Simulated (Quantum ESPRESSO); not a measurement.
# Calculated records

```
! title: Collinear magnetic orders of FeP with Quantum ESPRESSO
! method: PBEsol; plane waves with GBRV 1.5 PBEsol potentials, no spin-orbit coupling, projections on orthogonalised atomic orbitals (and 2 further levels or steps)
! program: Quantum ESPRESSO 7.5
! settings of one run: GBRV 1.5 PBEsol, potential files P: p_pbesol_v1.5.uspp.F.UPF, Fe: fe_pbesol_v1.5.uspp.F.UPF, cutoff 544.23 eV, 8×8×8 k-mesh, 59 bands, fermi-dirac occupations, smearing width 0.1 eV, collinear spin, SCF threshold 1.60e-8, starting moments 2.8 -2.8 2.8 -2.8 0 0 0 0 μB
! cost: 5 runs, 15 min in all on 4 MPI ranks of Intel Xeon Platinum 8488C (Sapphire Rapids), shared host (the runs of this entry)
! notes: Only these 3 starts were compared; other wavevectors, canted and longer-period orders were not. A computed site moment is spin alone and hangs on the region that is counted: the program’s spheres do not touch and miss the tail of the moment. Measured moments hold any orbital part as well, and belong to the order of the sample, which need not be the order of this run.
! lowest state found: antiferromagnetic (from antiferro +-+-)
! largest site moment: 0.686 μB
! next state with moments: antiferromagnetic, 3.46 meV a seeded atom higher
CELL_PARAMETERS angstrom
5.18700 0.00000 0.00000
0.00000 3.09300 0.00000
0.00000 0.00000 5.79300
ATOMIC_POSITIONS crystal
Fe 0.99500 0.75000 0.20000
Fe 0.00500 0.25000 0.80000
Fe 0.50500 0.25000 0.70000
Fe 0.49500 0.75000 0.30000
P 0.81000 0.75000 0.57000
P 0.19000 0.25000 0.43000
P 0.69000 0.25000 0.07000
P 0.31000 0.75000 0.93000
```

[Logs and program files are shortened in this print: banners, set-up blocks, solver, clock and traceback lines can be left out without a mark of their own.]

[Logs are printed without paths, hosts, clocks, repeated set-up lines and the standing remarks that a program may print on its own settings, such as how far it seeks lower states.]

[Hosts, paths, dates, database ids (printed as entryN), source tags and the programs' standing remarks are cut or masked in the printed files.]

[Where a cell is said to come from a database of computed structures, the database is the Materials Project.]
